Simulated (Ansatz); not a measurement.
**Ag (Silver, Fm-3m): phonons against volume**

Which modes of Ag (Silver) drive its thermal expansion?

Method: DFT LDA, scalar-relativistic, plane waves, PAW; PAW set soft_1, in Ansatz 0.2.0.

**Measured values to reproduce.**

For Ag, fcc (literature value used to build the slab), “Reaction selectivity of homochiral versus heterochiral intermolecular reactions of prochiral terminal alkynes on surfaces” (2019, pmc:6739358) quotes earlier work: lattice constant a (cubic lattice constant of bulk Ag) 4.086 Å [cited literature value used to build the slab model; measurement temperature not stated].

## (1) The starting structure

Symmetry: Fm-3m, No. 225, cubic system. Conventional cell: a = 4.085 Å, b = 4.085 Å, c = 4.085 Å, α = 90.00°, β = 90.00°, γ = 90.00°. Nearest to Ag lie 12 Ag at 2.89 Å.

## (2) Probe on a coarse mesh

Before spending time, one coarse run tells the gap and the pressure of the starting cell.

Input file input.yaml:

```yaml
crystal:
  lattice:
    - [0.0, 2.04275, 2.04275]
    - [2.04275, 0.0, 2.04275]
    - [2.04275, 2.04275, 0.0]
  atoms:
    - { symbol: Ag, position: [0.0, 0.0, 0.0] }
kpoints:
  mp_grid: { grid: [8, 8, 8] }
hamiltonian:
  xc: lda
  pseudopotentials: { kind: paw, azcp: { folder: soft_1 }, xc_functional: pbe }
scf:
  occupations: { method: gaussian, width: 0.1 }
  lower_state_search: "off"
output:
  forces: true
  stress: true
  eigenvalues: true
```

On the command line:

```console
> ansatz run input.yaml --threads 8 --pin off --max-ram 16384MiB --backend cpu --events-out ev --progress --plain --runs-dir out
```

Numbers of over 12 decimals in the logs are rounded to 6 here.

What it wrote:

```text
Engine: ansatz 0.2.0, aarch64-unknown-linux-gnu
Pseudopotentials: kind: paw
Pseudopotential: Ag, paw, valence charge 19, recommended cutoff 420 eV (normal), soft_1/Ag.paw.azcp
Functional definition: SPW92
  exchange = slater_x
  correlation = pw_c
Crystal: 1 atoms, lattice volume = 17.048 Å³
Basis set: ecut = 420 eV, 331 PW (Γ)
Bands: 14, of which v1, the nominal top of the filled ones, is band 10 counted from 1 (9 counted from 0)
Symmetry: 48 space group operations
Space group: Fm-3m (ITA 225), of the structure as read, at distance tolerance 2.6e-5 Å
k-points: 29 of 512
Non-local potential: Ag, projectors of the file, l = 0: 3, l = 1: 2, l = 2: 2, l = 3: 1
PAW form: soft (Blöchl's): semilocal exchange-correlation on the pseudo side does not see the compensation charge
PAW frozen core: Ag, regenerated for the run's functional, and the local potential with it (the file was generated under x = pbe(κ = 0.804, μ = 0.219515), c = pbe(β = 0.066725))
PAW one-centre angular grid: Ag, 590 points (default); XC on 64 Gauss nodes
Initial density: superposition of atomic densities (chi_scale 0.1, normalization cell)
Initial wavefunctions: pseudopotential atomic-orbital guess
Functional: x = slater, c = lda
SCF iter   1: F=—  HF=-7458.527837 eV  |F-HF|=—  |Δ(HF+E_count)|=         —  Δρ=8.63e-2  dr2=1.34e0  ethr=3.10e-3  ⟨swp⟩=4.4  Hψ=1982  notcnv=0
preconditioner: auto → none  [insulator: Δε(μ)=0.277 eV  Ē_g=15.480 eV  σ=0.100 eV  W_gap=0.85  n_scr=8 (ndim 8)  ℏωp=29.8 eV  f_vac=0.000  D(μ)=0.62/eV (n_scr^D=0)  ε∞_Penn≈4.7]
SCF iter   2: F=—  HF=-7458.234381 eV  |F-HF|=—  |Δ(HF+E_count)|=   2.93e-1  Δρ=4.66e-2  dr2=2.37e-1  ethr=3.10e-3  ⟨swp⟩=2.4  Hψ=962  notcnv=0  defer=10
SCF iter   3: F=—  HF=-7458.148589 eV  |F-HF|=—  |Δ(HF+E_count)|=   8.58e-2  Δρ=8.31e-3  dr2=6.11e-3  ethr=1.25e-3  ⟨swp⟩=2.3  Hψ=799  notcnv=0  defer=10
SCF iter   4: F=—  HF=-7458.144911 eV  |F-HF|=—  |Δ(HF+E_count)|=   3.68e-3  Δρ=7.74e-4  dr2=9.28e-5  ethr=3.22e-5  ⟨swp⟩=2.0  Hψ=700  notcnv=0  defer=10
SCF iter   5: F=—  HF=-7458.144877 eV  |F-HF|=—  |Δ(HF+E_count)|=   3.42e-5  Δρ=6.14e-5  dr2=2.07e-7  ethr=4.89e-7  ⟨swp⟩=1.8  Hψ=520  notcnv=0  defer=10
SCF iter   6: F=-7458.144877 eV  HF=-7458.144877 eV  |F-HF|=2.48e-8  |Δ(HF+E_count)|=   1.97e-7  Δρ=1.41e-5  dr2=3.03e-8  ethr=5.26e-10  ⟨swp⟩=6.2  Hψ=1714  notcnv=0
SCF 1 converged in 6 iterations: F = -7458.144877 eV  dr2 = 3.03e-8
  greatest PAW one-centre occupation: 1.001 electrons in one spin orbital (limit 2), on the Ag atom at site 0 (counted from 0), in its partial waves of l = 0
SCF converged after 6 iterations
Free energy (F): -7458.144877 eV
Harris-Foulkes:  -7458.144877 eV  (|F-HF|=2.48e-8)
Internal energy: -7458.141842 eV  (E = F + TS)
E sigma→0 (E₀):  -7458.143359 eV
Entropy (-TS):   -0.003035 eV (-3.035 meV/atom)
Fermi energy:    16.625524 eV
--- Per-component energies (eV) ---
  E_band       = -242.328939
  E_kinetic    = 467.481474
  E_local      = -2087.788995  (includes V_loc(G=0)·N_el)
  E_nonlocal   = 38.745395
  E_hartree    = 1020.980453
  E_xc         = -158.027333
  E_vxc        = -201.015049  (∫ρ·V_xc dr)
  E_paw        = -3823.435064  (= ΣΔE_a)
  E_vpaw       = -501.701833  (= ΣTr[D̂ρ^β])
  E_aug_tail   = 0.000357  (compensation charges beyond the density's cutoff)
  E_ewald      = -2916.822938
  E_core_change = 0.724808  (= ΣΔE_core)
  E_smearing   = -0.003035  (= −TS)
  E_closure    = 0.000000  (closes the sum)
  Σ components = -7458.144877   (vs F -7458.144877, Δ=0.00e0)
--- Forces (eV/Å), atoms counted from 1 ---
  atom   1  Ag    -0.00000000     0.00000000    -0.00000000
  max |Σ_I F_I| component: 8.63e-32 eV/Å
--- Stress (GPa, compression-positive) ---
       -6.674761      -0.000000      -0.000000
       -0.000000      -6.674761      -0.000000
       -0.000000      -0.000000      -6.674761
  P = ⅓ Tr σ = -6.6748 GPa (-66.748 kbar)
--- Band table (eV; the first three rows and the last of 29) ---
  k-point 0: bands = [... 6 lower, 12.0867, 12.0867, 13.1455, 13.1455, 32.7395, 36.2132, 36.2132, 36.2132]
  k-point 1: bands = [... 6 lower, 12.2069, 12.2069, 13.1105, 13.1105, 32.2889, 33.8466, 36.3932, 36.3932]
  k-point 2: bands = [... 6 lower, 12.2922, 12.2922, 13.2707, 13.2707, 27.9104, 33.3527, 36.2831, 36.2831]
  k-point 28: bands = [... 6 lower, 11.8041, 13.1490, 14.1638, 22.7353, 22.7353, 23.6622, 25.0497, 39.3077]
```

Run time: 0.8 s. Hardware: 8 threads of Arm Neoverse V1, shared host; peak memory 0.25 GiB; 1.3 s of CPU time.

This step gave:

* pressure: -6.675 GPa
* volume per atom: 17.05 Å³/atom
* gap on the k-mesh: 0 eV

The start is under -6.7 GPa at this level and looks like a metal on this mesh.

## (3) Relaxation

The vibrations must be taken about the equilibrium of this functional, not about the starting cell, so the structure is relaxed.

input.yaml, the sections that differ from step 2:

```yaml
kpoints:
  mp_grid: { grid: [18, 18, 18] }
output:
  forces: true
  stress: true
  eigenvalues: true
  write_density: true
  write_potential: true
  elf: true
  volumetric_format: npy
relax:
  adjacent_minimum: "off"
  f_tol: 0.005
  max_steps: 80
  cell: { stress_tol: 0.05 }
# crystal, hamiltonian, scf: as in step 2
```

What it wrote:

```text
[...]
Crystal: 1 atoms, lattice volume = 17.048 Å³
Basis set: ecut = 420 eV, 331 PW (Γ)
Bands: 14, of which v1, the nominal top of the filled ones, is band 10 counted from 1 (9 counted from 0)
Symmetry: 48 space group operations
[...]
k-points: 195 of 5832
[...]
SCF iter   1: F=—  HF=-7458.565318 eV  |F-HF|=—  |Δ(HF+E_count)|=         —  Δρ=8.72e-2  dr2=1.36e0  ethr=3.10e-3  ⟨swp⟩=4.4  Hψ=13440  notcnv=0
[...]
SCF iter   7: F=-7458.177389 eV  HF=-7458.177389 eV  |F-HF|=2.21e-10  |Δ(HF+E_count)|=   2.96e-9  Δρ=1.34e-6  dr2=3.14e-10  ethr=7.64e-11  ⟨swp⟩=4.1  Hψ=12588  notcnv=0
SCF 1 converged in 7 iterations: F = -7458.177389 eV  dr2 = 3.14e-10
[...]
relax step   1: F+E_penalty+E_count = -7458.17738899 eV  Δ(F+E_penalty+E_count) = +0.000e0 eV  max|allowed force component| = 0.000e0 eV/Å  Δτ_max = 0.0000 Å  P = -7.244 GPa  Ω = 17.048 Å³  (7 SCF iters, dr2 threshold 1.00e-7 eV, accepted)
Crystal: 1 atoms, lattice volume = 15.087 Å³
Basis set: ecut = 420 eV, 283 PW (Γ)
[...]
iter 1 solved again at ethr=1.32e-4 eV; its pass at ethr=3.10e-3 eV (dr2=2.50e-2 eV) is discarded
[...]
SCF iter   6: F=-7458.175191 eV  HF=-7458.175191 eV  |F-HF|=9.09e-12  |Δ(HF+E_count)|=   5.77e-9  Δρ=1.26e-6  dr2=4.70e-11  ethr=2.58e-10  ⟨swp⟩=4.1  Hψ=12973  notcnv=0
SCF 2 converged in 6 iterations: F = -7458.175191 eV  dr2 = 4.70e-11
relax step   2: F+E_penalty+E_count = -7458.17519142 eV  Δ(F+E_penalty+E_count) = +2.198e-3 eV  max|allowed force component| = 0.000e0 eV/Å  Δτ_max = 0.0000 Å  P = +9.999 GPa  Ω = 15.087 Å³  energy of the carried Pulay correction = +5.969e-4 eV  (6 SCF iters, dr2 threshold 1.00e-7 eV, rejected (line search))
Crystal: 1 atoms, lattice volume = 16.165 Å³
[...]
SCF iter   7: F=-7458.201850 eV  HF=-7458.201850 eV  |F-HF|=0.00e0  |Δ(HF+E_count)|=  7.28e-12  Δρ=2.67e-8  dr2=6.00e-14  ethr=1.00e-12  ⟨swp⟩=4.8  Hψ=9482  notcnv=0
SCF 3 converged in 7 iterations: F = -7458.201850 eV  dr2 = 6.00e-14
relax step   3: F+E_penalty+E_count = -7458.20184950 eV  Δ(F+E_penalty+E_count) = -2.446e-2 eV  max|allowed force component| = 0.000e0 eV/Å  Δτ_max = 0.0000 Å  P = -1.164 GPa  Ω = 16.165 Å³  energy of the carried Pulay correction = +2.599e-4 eV  (7 SCF iters, accepted)
[...]
relax step   4: F+E_penalty+E_count = -7458.20239381 eV  Δ(F+E_penalty+E_count) = -5.443e-4 eV  max|allowed force component| = 0.000e0 eV/Å  Δτ_max = 0.0000 Å  P = -0.032 GPa  Ω = 16.031 Å³  energy of the carried Pulay correction = +3.005e-4 eV  (4 SCF iters, dr2 threshold 1.00e-7 eV, accepted)
[...]
SCF iter   5: F=-7458.202043 eV  HF=-7458.202043 eV  |F-HF|=1.82e-12  |Δ(HF+E_count)|=  1.47e-10  Δρ=6.84e-8  dr2=8.54e-14  ethr=1.00e-12  ⟨swp⟩=4.8  Hψ=9606  notcnv=0
SCF 5 converged in 5 iterations: F = -7458.202043 eV  dr2 = 8.54e-14
relax step   5: F+E_penalty+E_count = -7458.20204316 eV  Δ(F+E_penalty+E_count) = +3.507e-4 eV  max|allowed force component| = 0.000e0 eV/Å  Δτ_max = 0.0000 Å  P = -0.017 GPa  Ω = 16.031 Å³  stress off target by 1.72e-2 GPa  SCF on the basis re-selected at this cell (its energy is not comparable with the rows above)  (5 SCF iters)
basis re-selected at this cell: Δ(F+E_penalty+E_count) = +3.507e-4 eV, ΔP = +0.015 GPa vs the last step (what re-selecting the basis moved, of the pressure what is left beyond the Pulay correction that the steps carried, after the strain that the cell walked since its last selection, with what the two solves' SCF thresholds leave and, on support functions, any second-order correction that the steps lacked; it is no measure of the basis error at this ecutwfc). This SCF's stress stands 1.72e-2 GPa from its target on what of the cell is left free (relax.cell.stress_tol is 5.00e-2 GPa) and its largest allowed force component is 0.00e0 eV/Å (relax.f_tol is 5.00e-3 eV/Å): [rest of the remark cut]
SCF converged after 5 iterations
Free energy (F): -7458.202043 eV
[...]
Internal energy: -7458.201087 eV  (E = F + TS)
E sigma→0 (E₀):  -7458.201565 eV
Entropy (-TS):   -0.000956 eV (-0.956 meV/atom)
Fermi energy:    18.238843 eV
[...]
--- Stress (GPa, compression-positive) ---
       -0.017175      -0.000000      -0.000000
       -0.000000      -0.017175      -0.000000
        0.000000      -0.000000      -0.017175
  P = ⅓ Tr σ = -0.0172 GPa (-0.172 kbar)
--- Band table (eV; the first three rows and the last of 195) ---
  k-point 0: bands = [... 6 lower, 13.2846, 13.2846, 14.4635, 14.4635, 34.2779, 38.1065, 38.1065, 38.1065]
  k-point 1: bands = [... 6 lower, 13.3150, 13.3150, 14.4512, 14.4512, 34.3252, 37.3161, 38.1716, 38.1716]
  k-point 2: bands = [... 6 lower, 13.3939, 13.3939, 14.4269, 14.4269, 34.2372, 35.8604, 38.3428, 38.3428]
  k-point 194: bands = [... 6 lower, 13.2637, 14.4936, 15.5969, 23.7115, 25.1363, 25.5353, 26.9013, 40.4529]
--- Relaxed structure (4 steps of the walk, 3 accepted, 1 SCFs on fresh bases) ---
  F+E_penalty+E_count = -7458.20204316 eV   max|allowed force component| = 0.000e0 eV/Å   (the final SCF, on the basis selected at the relaxed cell)
  cell:  # Å, volume = 16.0314 Å³
    - [0, 2.001306, 2.001306]
    - [2.001306, 0, 2.001306]
    - [2.001306, 2.001306, 0]
  atoms:
    - { symbol: Ag, position: [0.0, 0.0, 0.0] }
```

Run time: 2.4 s. Hardware: 8 threads; peak memory 0.34 GiB; 15 s of CPU time.

Relaxation path:

```tsv
step	energy less that of the first step (eV)	largest force component (eV/Å)	pressure (GPa)	volume (Å³)
1	0.0000	0.0000	-7.24	17.05
2	0.0022	0.0000	10.00	15.09
3	-0.0245	0.0000	-1.16	16.17
4	-0.0250	0.0000	-0.03	16.03
5*	-0.0247	0.0000	-0.02	16.03
```

Relaxation steps marked * repeat the geometry before them on a plane-wave basis chosen anew for their cell, so energy and pressure can jump there. Relaxation step 2 was tried and not accepted.

```tsv
conventional cell, symmetrised	before	after	change
a (Å)	4.085	4.003	-2.0 %
b (Å)	4.085	4.003	-2.0 %
c (Å)	4.085	4.003	-2.0 %
volume (Å³/atom)	17.05	16.03	-6.0 %
```

Final coordinates:

```cif
data_structure
_symmetry_space_group_name_H-M 'P 1'
_symmetry_Int_Tables_number 1
_cell_length_a 2.8303
_cell_length_b 2.8303
_cell_length_c 2.8303
_cell_angle_alpha 60.000
_cell_angle_beta 60.000
_cell_angle_gamma 60.000
_cell_volume 16.03
loop_
_atom_site_label
_atom_site_type_symbol
_atom_site_fract_x
_atom_site_fract_y
_atom_site_fract_z
_atom_site_occupancy
Ag1 Ag 0.00000 0.00000 0.00000 1
```

This step gave:

```yaml
pressure: -0.01717 GPa
volume_per_atom: 16.03 Å³/atom
```

Valence density in the ac plane of the conventional cell at fractional y = 0.000, with atoms of Ag within 0.2 Å of it. It is the smooth field of the valence electrons, not physical close to the nuclei.

Ten even steps from '_' (0 e/Å³) to '@' (21 e/Å³), each cell a mean:
```
%%++..__________________--**
--::____________________..--
..__________________________
____________________________
____________..::..__________
__________::++**==..________
________..--%%@@**::________
__________--**%%++..________
__________..----::__________
______________..____________
____________________________
::..______________________..
**==..__________________::++
@@**::________________..--%%
```
Columns run along a (4.0 Å), rows up along c (4.0 Å), edges of the conventional cell, whose origin can differ from the input's. Atoms in or near the plane, at fractional coordinates: Ag at (0.00, 0.00), Ag at (0.50, 0.50).

Electrostatic potential energy in the ac plane of the conventional cell at fractional y = 0.000, with atoms of Ag within 0.2 Å of it. With pseudopotentials it is smooth inside the atoms' cores, unlike the true potential.

Ten even steps from '0' (-10 eV) to '9' (22 eV), each cell a mean:
```
41048999997103
00168999998400
12589888898741
77888643578887
99985100037999
99972012005899
99971047203899
99971034104899
99984000016899
88987411258988
35788877788864
00379999998510
20058999997201
72038999997104
```
Columns run along a (4.0 Å; values clipped at the 3rd and 97th percentile), rows up along c (4.0 Å), edges of the conventional cell, whose origin can differ from the input's. Atoms in or near the plane, at fractional coordinates: Ag at (0.00, 0.00), Ag at (0.50, 0.50).

ELF in the ac plane of the conventional cell at fractional y = 0.000, with atoms of Ag within 0.2 Å of it. It is the smooth field of the valence electrons, not physical close to the nuclei.

Ten even steps from '0' (0.16) to '9' (0.81), each cell a mean:
```
86420000000357
54310000000235
32100000000023
10000122100000
00001344420000
00002467541000
00013589742000
00003578642000
00002355431000
00000233210000
21000001000012
44200000000134
75410000000246
97420000001358
```
Columns run along a (4.0 Å), rows up along c (4.0 Å), edges of the conventional cell, whose origin can differ from the input's. Atoms in or near the plane, at fractional coordinates: Ag at (0.00, 0.00), Ag at (0.50, 0.50).

The relaxation ends with a pressure of -0.02 GPa.

## (4) Relaxing to small residual forces and stress

The thresholds are tightened for a last relaxation ahead of the phonons, and where mesh or smearing change with them the cell follows.

Input file input.yaml:

```yaml
crystal:
  lattice:
    - [0.0, 2.001306457, 2.001306457]
    - [2.001306457, 0.0, 2.001306457]
    - [2.001306457, 2.001306457, 0.0]
  atoms:
    - { symbol: Ag, position: [0.0, 0.0, 0.0] }
kpoints:
  mp_grid: { grid: [20, 20, 20] }
hamiltonian:
  xc: lda
  pseudopotentials: { kind: paw, azcp: { folder: soft_1 }, xc_functional: pbe }
scf:
  occupations: { method: methfessel_paxton, width: 0.2 }
  lower_state_search: "off"
output:
  forces: true
  stress: true
  eigenvalues: true
relax:
  adjacent_minimum: "off"
  f_tol: 0.001
  max_steps: 60
  cell: { stress_tol: 0.01 }
```

What it wrote:

```text
[...]
Crystal: 1 atoms, lattice volume = 16.031 Å³
Basis set: ecut = 420 eV, 331 PW (Γ)
Bands: 14, of which v1, the nominal top of the filled ones, is band 10 counted from 1 (9 counted from 0)
Symmetry: 48 space group operations
[...]
k-points: 256 of 8000
[...]
k-point 2: bands = [... 6 lower, 13.3819, 13.3819, 14.4380, 14.4380, 34.3159, 36.1393, 38.3138, 38.3138]
  k-point 255: bands = [... 6 lower, 12.9639, 14.4633, 15.6042, 24.4318, 24.4318, 25.5534, 26.8563, 41.3423]
--- Relaxed structure (3 steps of the walk, 3 accepted, 1 SCFs on fresh bases) ---
[...]
cell:  # Å, volume = 16.0260 Å³
    - [0, 2.001084, 2.001084]
    - [2.001084, 0, 2.001084]
    - [2.001084, 2.001084, 0]
  atoms:
    - { symbol: Ag, position: [0.0, 0.0, 0.0] }
[key lines of the parts left out:]
SCF converged after 5 iterations
Free energy (F): -7458.201421 eV
Fermi energy:    18.267607 eV
P = ⅓ Tr σ = 0.0005 GPa (0.005 kbar)
```

Elapsed: 2.2 s, on 8 threads; peak memory 0.35 GiB; 13 s of CPU time.

Little changed from the start: no atom moved by 0.005 Å and no cell edge by 0.1 %.

This step gave:

```
pressure : 4.65e-4 GPa
```

The residual pressure is 4.7e-4 GPa, small enough for phonons.

[end of part 1 of 3]

[Logs are printed without paths, hosts, clocks, repeated set-up lines and the standing remarks that a program may print on its own settings, such as how far it seeks lower states.]

[Hosts, paths, dates, database ids (printed as entryN), source tags and the programs' standing remarks are cut or masked in the printed files.]

[A step with changed settings may run another functional than the one named; its input shows which.]

[Of the runs on displaced cells, only some may be shown.]
